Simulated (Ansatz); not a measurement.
# Site preference of a vacancy of Ta in random rock-salt (Ti, Nb, Ta, Hf)C solid solution (64 atoms), part 2 of 2

At which site of random rock-salt (Ti, Nb, Ta, Hf)C solid solution (64 atoms) does a vacancy of Ta cost least, and what about the site decides it?

Ansatz 0.2.0; Kohn-Sham DFT, PBE, PAW (set soft_1), plane waves.

The cell: 11 Nb, 32 C, 3 Ti, 9 Hf and 9 Ta. No spin–orbit coupling is included.

So far. Step 2 (Single point at the start): The r.m.s. force at the start is 0.86 eV/Å. Step 3 (Relaxation): The relaxation converged after 11 steps, 4.38 eV below its start, with a largest force component of 0.040 eV/Å.

### 5. Vacancy of Ta, site Ta13

The site has 6 bonded neighbours (C6) at 2.22 Å on average, by cutoffs that count no bonds between two metal atoms or like ions. The change is made in the relaxed cell and the atoms are relaxed again.

input.yaml reads:

```yaml
crystal:
  lattice:
    - [8.99, 0.0, 0.0]
    - [0.0, 8.99, 0.0]
    - [0.0, 0.0, 8.99]
  atoms:
    [... atom lines 1 to 9 left out ...]
    - { symbol: C, position: [0.24874, 0.00206, 0.50387] }
    - { symbol: Ta, position: [0.00084, 0.24912, 0.74783] }
    - { symbol: C, position: [0.24995, 0.24686, 0.75029] }
    - { symbol: C, position: [0.002, 0.99993, 0.74756] }
    - { symbol: Nb, position: [0.23709, 0.25369, 0.49332] }
    - { symbol: C, position: [0.99849, 0.24392, 0.49824] }
    - { symbol: Ti, position: [0.99888, 0.49105, 0.99989] }
    [... atom lines 17 to 63 left out ...]
kpoints:
  mp_grid: { grid: [2, 2, 2] }
hamiltonian:
  xc: pbe
  pseudopotentials: { kind: paw, azcp: { folder: soft_1 } }
scf:
  occupations: { method: fermi_dirac, width: 0.05 }
output:
  forces: true
  eigenvalues: true
relax:
  f_tol: 0.05
  max_steps: 90
```

On the command line:

```bash
$ ansatz run input.yaml --threads 16 --pin off --max-ram 31232MiB --backend cpu --events-out ev --progress --plain --runs-dir out
```

Numbers of over 12 decimals in the logs are rounded to 6 here.

The log of the run:

```text
[...]
Crystal: 63 atoms, lattice volume = 726.573 Å³
Basis set: ecut = 420 eV, 14147 PW (Γ), exchange–correlation on 128×128×128 points (8 copies of the dense FFT grid, shifted against one another)
Bands: 387, of which v1, the nominal top of the filled ones, is band 323 counted from 1 (322 counted from 0)
Symmetry: 1 space group operations
[...]
k-points: 8
[...]
SCF iter   1: F=—  HF=-286672.942871 eV  |F-HF|=—  |Δ(HF+E_count)|=         —  Δρ=1.43e-1  dr2=3.30e2  ethr=3.10e-3  ⟨swp⟩=4.5  Hψ=11360  notcnv=0  defer=281
[...]
SCF iter  10: F=—  HF=-286608.048755 eV  |F-HF|=—  |Δ(HF+E_count)|=   1.26e-4  Δρ=1.01e-4  dr2=2.03e-4  ethr=1.74e-7  ⟨swp⟩=2.0  Hψ=5237  notcnv=0  defer=341
SCF iter  11: F=-286608.048825 eV  HF=-286608.048836 eV  |F-HF|=1.06e-5  |Δ(HF+E_count)|=   8.04e-5  Δρ=3.32e-5  dr2=2.27e-5  ethr=9.69e-9  ⟨swp⟩=12.6  Hψ=18981  notcnv=0
SCF 1 converged in 11 iterations: F = -286608.048825 eV  dr2 = 2.27e-5
[...]
relax step   1: F+E_penalty+E_count = -286608.04882516 eV  Δ(F+E_penalty+E_count) = +0.000e0 eV  max|allowed force component| = 2.017e0 eV/Å  Δτ_max = 0.0000 Å  (11 SCF iters, dr2 threshold 6.25e-5 eV, accepted)
[...]
relax step   2: F+E_penalty+E_count = -286608.66127053 eV  Δ(F+E_penalty+E_count) = -6.124e-1 eV  max|allowed force component| = 8.357e-1 eV/Å  Δτ_max = 0.1636 Å  (7 SCF iters, dr2 threshold 1.00e-4 eV, accepted)
[...]
relax step   3: F+E_penalty+E_count = -286608.02023826 eV  Δ(F+E_penalty+E_count) = +6.410e-1 eV  max|allowed force component| = 2.972e0 eV/Å  Δτ_max = 0.2000 Å  (8 SCF iters, dr2 threshold 4.36e-5 eV, rejected (line search))
relax step   4: F+E_penalty+E_count = -286608.92306317 eV  Δ(F+E_penalty+E_count) = -2.618e-1 eV  max|allowed force component| = 3.286e-1 eV/Å  Δτ_max = 0.0721 Å  (12 SCF iters, accepted)
relax step   5: F+E_penalty+E_count = -286608.96135475 eV  Δ(F+E_penalty+E_count) = -3.829e-2 eV  max|allowed force component| = 1.755e-1 eV/Å  Δτ_max = 0.0579 Å  (7 SCF iters, dr2 threshold 1.67e-5 eV, accepted)
relax step   6: F+E_penalty+E_count = -286608.97771733 eV  Δ(F+E_penalty+E_count) = -1.636e-2 eV  max|allowed force component| = 1.167e-1 eV/Å  Δτ_max = 0.0282 Å  (6 SCF iters, dr2 threshold 4.76e-6 eV, accepted)
relax step   7: F+E_penalty+E_count = -286608.98437084 eV  Δ(F+E_penalty+E_count) = -6.654e-3 eV  max|allowed force component| = 6.027e-2 eV/Å  Δτ_max = 0.0270 Å  (6 SCF iters, dr2 threshold 3.88e-6 eV, accepted)
relax step   8: F+E_penalty+E_count = -286608.98381560 eV  Δ(F+E_penalty+E_count) = +5.552e-4 eV  max|allowed force component| = 1.077e-1 eV/Å  Δτ_max = 0.0279 Å  (8 SCF iters, rejected (line search))
[...]
relax step   9: F+E_penalty+E_count = -286608.98664845 eV  Δ(F+E_penalty+E_count) = -2.278e-3 eV  max|allowed force component| = 1.995e-2 eV/Å  Δτ_max = 0.0136 Å  (7 SCF iters, accepted)
SCF converged after 7 iterations
Free energy (F): -286608.986648 eV
[...]
Internal energy: -286608.823922 eV  (E = F + TS)
E sigma→0 (E₀):  -286608.905285 eV
Entropy (-TS):   -0.162726 eV (-2.583 meV/atom)
Fermi energy:    18.339414 eV
[...]
Σ components = -286608.986648   (vs F -286608.986648, Δ=0.00e0)
--- Forces (eV/Å), atoms counted from 1 ---
  atom   1  Nb    -0.00511048     0.00528720    -0.00107913
  atom   2  C     -0.00104170     0.00239793    -0.00189116
  atom   3  Ti    -0.00050709     0.00940422    -0.01312689
  atom   4  C     -0.00132954    -0.00385726     0.00464661
[...]
atom  63  C      0.00324570    -0.00017743     0.00030092
  max |Σ_I F_I| component: 7.58e-5 eV/Å
--- Band table (eV; the first three rows and the last of 8) ---
[...]
--- Relaxed structure (9 steps of the walk, 7 accepted, 0 SCFs on fresh bases) ---
  F+E_penalty+E_count = -286608.98664845 eV   max|allowed force component| = 1.995e-2 eV/Å
  atoms:
    - { symbol: Nb, position: [1.006997, 0.0029392, 0.992219] }
    - { symbol: C, position: [0.250710, 1.000796, 0.998823] }
    - { symbol: Ti, position: [0.00223392, 0.246099, 0.242959] }
    - { symbol: C, position: [0.244762, 0.252869, 0.248665] }
[...]
- { symbol: C, position: [0.499589, 0.748915, 0.498280] }
```

The job ended after 3.5 min (16 threads of Arm Neoverse V2, shared host; peak memory 9.9 GiB).

The relaxation converged after 9 steps, 0.938 eV below its start, with a largest force component of 0.020 eV/Å.

The surroundings of the place of the removed atom, after relaxation: 10 atoms, nearest first, with positions taken from that point. Atoms keep their numbers of the cell before the removal, where the removed atom was number 13.

| atom | x | y | z | distance (Å) | bonds |
| --- | --- | --- | --- | --- | --- |
| C46 | 2.19 | 0.00 | -0.02 | 2.19 | 5 |
| C12 | -0.06 | 2.22 | -0.01 | 2.22 | 5 |
| C2 | -0.05 | -0.01 | 2.23 | 2.23 | 5 |
| C10 | -0.06 | 0.01 | -2.27 | 2.27 | 5 |
| C28 | -0.07 | -2.27 | 0.02 | 2.27 | 5 |
| C14 | -2.33 | -0.02 | -0.05 | 2.33 | 5 |
| Ta43 | 2.08 | 2.14 | 0.00 | 2.98 | 6 |
| Nb33 | 2.09 | -0.01 | 2.15 | 3.00 | 6 |
| Nb59 | 2.12 | -2.16 | 0.03 | 3.02 | 6 |
| Ta41 | 2.11 | 0.01 | -2.18 | 3.03 | 6 |

The column of bonds counts only the pairs C-Nb within 2.81 Å, C-Hf within 2.94 Å, C-Ta within 2.88 Å, C-Ti within 2.76 Å; other neighbours, such as metal atoms beside each other in a compound, aren't counted, and periodic images can show an atom twice.

The largest move is 0.16 Å, by Nb15.

### 6. Vacancy of Ta, site Ta11

The site has 6 bonded neighbours (C6) at 2.25 Å on average. 

input.yaml, the sections that differ from step 5:

```yaml
crystal:
  lattice:
    - [8.99, 0.0, 0.0]
    - [0.0, 8.99, 0.0]
    - [0.0, 0.0, 8.99]
  atoms:
    [... atom lines 1 to 7 left out ...]
    - { symbol: C, position: [0.00122, 0.25474, 0.9997] }
    - { symbol: Ti, position: [0.99944, 0.00662, 0.50428] }
    - { symbol: C, position: [0.24874, 0.00206, 0.50387] }
    - { symbol: C, position: [0.24995, 0.24686, 0.75029] }
    - { symbol: Ta, position: [0.25675, 0.00244, 0.75124] }
    - { symbol: C, position: [0.002, 0.99993, 0.74756] }
    - { symbol: Nb, position: [0.23709, 0.25369, 0.49332] }
    [... atom lines 15 to 63 left out ...]
# kpoints, hamiltonian, scf, output, relax: as in step 5
```

The log of the run:

```text
[...]
Crystal: 63 atoms, lattice volume = 726.573 Å³
Basis set: ecut = 420 eV, 14147 PW (Γ), exchange–correlation on 128×128×128 points (8 copies of the dense FFT grid, shifted against one another)
Bands: 387, of which v1, the nominal top of the filled ones, is band 323 counted from 1 (322 counted from 0)
Symmetry: 1 space group operations
[...]
k-points: 8
[...]
SCF iter   1: F=—  HF=-286673.910683 eV  |F-HF|=—  |Δ(HF+E_count)|=         —  Δρ=1.43e-1  dr2=3.29e2  ethr=3.10e-3  ⟨swp⟩=4.6  Hψ=11379  notcnv=0  defer=279
[...]
SCF iter  10: F=—  HF=-286608.744931 eV  |F-HF|=—  |Δ(HF+E_count)|=   7.92e-5  Δρ=1.07e-4  dr2=2.25e-4  ethr=1.96e-7  ⟨swp⟩=2.0  Hψ=5357  notcnv=0  defer=354
SCF iter  11: F=-286608.745001 eV  HF=-286608.745012 eV  |F-HF|=1.11e-5  |Δ(HF+E_count)|=   8.10e-5  Δρ=3.47e-5  dr2=2.47e-5  ethr=9.69e-9  ⟨swp⟩=13.0  Hψ=19789  notcnv=0
SCF 1 converged in 11 iterations: F = -286608.745001 eV  dr2 = 2.47e-5
[...]
relax step   1: F+E_penalty+E_count = -286608.74500116 eV  Δ(F+E_penalty+E_count) = +0.000e0 eV  max|allowed force component| = 1.181e0 eV/Å  Δτ_max = 0.0000 Å  (11 SCF iters, dr2 threshold 6.25e-5 eV, accepted)
[...]
relax step   2: F+E_penalty+E_count = -286609.04928156 eV  Δ(F+E_penalty+E_count) = -3.043e-1 eV  max|allowed force component| = 5.200e-1 eV/Å  Δτ_max = 0.0848 Å  (7 SCF iters, dr2 threshold 8.72e-5 eV, accepted)
[...]
relax step   3: F+E_penalty+E_count = -286609.14674162 eV  Δ(F+E_penalty+E_count) = -9.746e-2 eV  max|allowed force component| = 5.116e-1 eV/Å  Δτ_max = 0.0443 Å  (7 SCF iters, dr2 threshold 1.69e-5 eV, accepted)
relax step   4: F+E_penalty+E_count = -286609.22333989 eV  Δ(F+E_penalty+E_count) = -7.660e-2 eV  max|allowed force component| = 3.560e-1 eV/Å  Δτ_max = 0.0480 Å  (6 SCF iters, dr2 threshold 5.08e-5 eV, accepted)
relax step   5: F+E_penalty+E_count = -286609.23900189 eV  Δ(F+E_penalty+E_count) = -1.566e-2 eV  max|allowed force component| = 4.724e-1 eV/Å  Δτ_max = 0.0803 Å  (6 SCF iters, dr2 threshold 6.13e-5 eV, accepted)
relax step   6: F+E_penalty+E_count = -286609.27144952 eV  Δ(F+E_penalty+E_count) = -3.245e-2 eV  max|allowed force component| = 9.617e-2 eV/Å  Δτ_max = 0.0398 Å  (6 SCF iters, dr2 threshold 1.00e-4 eV, accepted)
relax step   7: F+E_penalty+E_count = -286609.27442345 eV  Δ(F+E_penalty+E_count) = -2.974e-3 eV  max|allowed force component| = 5.701e-2 eV/Å  Δτ_max = 0.0057 Å  (7 SCF iters, accepted)
[...]
relax step   8: F+E_penalty+E_count = -286609.27530069 eV  Δ(F+E_penalty+E_count) = -8.772e-4 eV  max|allowed force component| = 1.439e-2 eV/Å  Δτ_max = 0.0046 Å  (7 SCF iters, accepted)
SCF converged after 7 iterations
Free energy (F): -286609.275301 eV
[...]
Internal energy: -286609.101960 eV  (E = F + TS)
E sigma→0 (E₀):  -286609.188630 eV
Entropy (-TS):   -0.173341 eV (-2.751 meV/atom)
Fermi energy:    18.359223 eV
[...]
Σ components = -286609.275301   (vs F -286609.275301, Δ=0.00e0)
--- Forces (eV/Å), atoms counted from 1 ---
  atom   1  Nb     0.00198005    -0.00021482     0.00657830
  atom   2  C     -0.00189906    -0.00407158    -0.00134306
  atom   3  Ti    -0.00461459    -0.00022519     0.00126136
  atom   4  C     -0.00266686    -0.00213405    -0.00015342
[...]
atom  63  C      0.00162684     0.00185893     0.00293066
  max |Σ_I F_I| component: 3.61e-5 eV/Å
--- Band table (eV; the first three rows and the last of 8) ---
[...]
--- Relaxed structure (8 steps of the walk, 8 accepted, 0 SCFs on fresh bases) ---
  F+E_penalty+E_count = -286609.27530069 eV   max|allowed force component| = 1.439e-2 eV/Å
  atoms:
    - { symbol: Nb, position: [0.992936, 0.00996054, 0.991262] }
    - { symbol: C, position: [0.251276, 1.000058, 0.995665] }
    - { symbol: Ti, position: [-0.00066854, 0.249551, 0.249112] }
    - { symbol: C, position: [0.244535, 0.252394, 0.248912] }
[...]
- { symbol: C, position: [0.499814, 0.749417, 0.499299] }
```

The job ended after 2.8 min (16 threads; peak memory 9.9 GiB; 42 min of CPU time).

The relaxation converged after 8 steps, 0.530 eV below its start, with a largest force component of 0.014 eV/Å.

### 7. Vacancy of Ta, site Ta51

The site has 6 bonded neighbours (C6) at 2.23 Å on average. 

Input and log are left out; they have the form of those shown for this kind of step.

Run time: 3 min. Hardware: 16 threads of Arm Neoverse V2, shared host; peak memory 9.9 GiB; 45 min of CPU time.

The relaxation converged after 8 steps, 1.20 eV below its start, with a largest force component of 0.046 eV/Å.

The surroundings of the place of the removed atom, after relaxation: 10 atoms, nearest first, with positions taken from that point. Atoms keep their numbers of the cell before the removal, where the removed atom was number 51.

| atom | x | y | z | distance (Å) | bonds |
| --- | --- | --- | --- | --- | --- |
| C38 | 0.02 | 2.26 | 0.07 | 2.26 | 5 |
| C56 | -0.02 | 0.02 | -2.30 | 2.30 | 5 |
| C20 | -2.30 | -0.05 | -0.01 | 2.30 | 5 |
| C54 | -0.02 | -2.30 | 0.08 | 2.30 | 5 |
| C64 | 0.03 | -0.02 | 2.37 | 2.37 | 5 |
| C52 | 2.40 | -0.02 | 0.04 | 2.40 | 5 |
| Nb23 | -2.21 | -0.01 | -2.16 | 3.09 | 6 |
| Nb33 | 0.05 | 2.22 | -2.19 | 3.12 | 6 |
| Hf5 | -2.21 | 2.20 | 0.03 | 3.12 | 6 |
| Hf49 | 0.01 | -2.23 | -2.19 | 3.12 | 6 |

The column of bonds counts only the pairs C-Nb within 2.81 Å, C-Hf within 2.94 Å, C-Ta within 2.88 Å, C-Ti within 2.76 Å; other neighbours, such as metal atoms beside each other in a compound, aren't counted, and periodic images can show an atom twice.

The largest move is 0.15 Å, by C52.

### 8. Vacancy of Ta, site Ta7

The site has 6 bonded neighbours (C6) at 2.24 Å on average. 

Input and log are left out; they have the form of those shown for this kind of step.

It took 2.8 min on 16 threads of Arm Neoverse V2, shared host; peak memory 9.9 GiB; 42 min of CPU time.

The relaxation converged after 7 steps, 0.716 eV below its start, with a largest force component of 0.047 eV/Å.

The surroundings of the place of the removed atom, after relaxation: 10 atoms, nearest first, with positions taken from that point. Atoms keep their numbers of the cell before the removal, where the removed atom was number 7.

| atom | x | y | z | distance (Å) | bonds |
| --- | --- | --- | --- | --- | --- |
| C8 | -2.16 | -0.01 | -0.05 | 2.16 | 5 |
| C4 | 0.05 | 0.02 | 2.27 | 2.27 | 5 |
| C18 | 0.05 | 2.29 | -0.01 | 2.29 | 5 |
| C2 | 0.08 | -2.32 | -0.08 | 2.32 | 5 |
| C12 | 0.09 | -0.06 | -2.35 | 2.35 | 5 |
| C40 | 2.42 | -0.05 | -0.09 | 2.43 | 5 |
| Ti3 | -2.12 | -0.03 | 2.11 | 2.99 | 6 |
| Ti17 | -2.12 | 2.15 | -0.05 | 3.01 | 6 |
| Nb1 | -2.09 | -2.19 | -0.07 | 3.03 | 6 |
| Ta11 | -2.09 | -0.06 | -2.21 | 3.04 | 6 |

The column of bonds counts only the pairs C-Nb within 2.81 Å, C-Hf within 2.94 Å, C-Ta within 2.88 Å, C-Ti within 2.76 Å; other neighbours, such as metal atoms beside each other in a compound, aren't counted, and periodic images can show an atom twice.

The largest move is 0.12 Å, by Ta11.

### 9. The sites compared

All these cells hold the same atoms, so their energies can be compared with no chemical potential.

| site | neighbours | mean distance (Å) | atoms within 6 Å | energy over the best site (eV) | before relaxation (eV) | gain on relaxing (eV) |
| --- | --- | --- | --- | --- | --- | --- |
| Ta11 | C6 | 2.25 | 80 | 0.00 | 0.00 | 0.53 |
| Ta13 | C6 | 2.22 | 80 | 0.29 | 0.70 | 0.94 |
| Ta7 | C6 | 2.24 | 80 | 0.58 | 0.77 | 0.72 |
| Ta51 | C6 | 2.23 | 80 | 1.03 | 1.70 | 1.20 |

Neighbours are those of the relaxed host within 2.88 Å (C-Ta); other pairs aren't counted.

### 10. Findings

The cheapest site is Ta11 (6 neighbours, C6); the dearest, Ta51 (6 neighbours, C6), costs 1.0 eV more. Over 4 sites the energy shows no clear trend with the mean distance to neighbours. Sites with the same first shell differ by up to 1.03 eV, from their geometry, farther neighbours or both. Relaxation gains 0.53 to 1.2 eV and leaves the best site the same.

Caveats: Defects are neutral and interact with their images. Only 4 of the 9 Ta sites were tried; unless symmetry makes the others alike to these, a cheaper one may exist. The change leaves an odd electron count, and these runs have no spin polarisation. The host structure and its lattice constant were typed by rule, without a check against the phase diagram. The pressure of 4.9 GPa says that the cell would expand at this level of theory.

The DFT runs together took 16 min of wall time.

[Logs are printed without paths, hosts, clocks, repeated set-up lines and the standing remarks that a program may print on its own settings, such as how far it seeks lower states.]

[Hosts, paths, dates, database ids (printed as entryN), source tags and the programs' standing remarks are cut or masked in the printed files.]
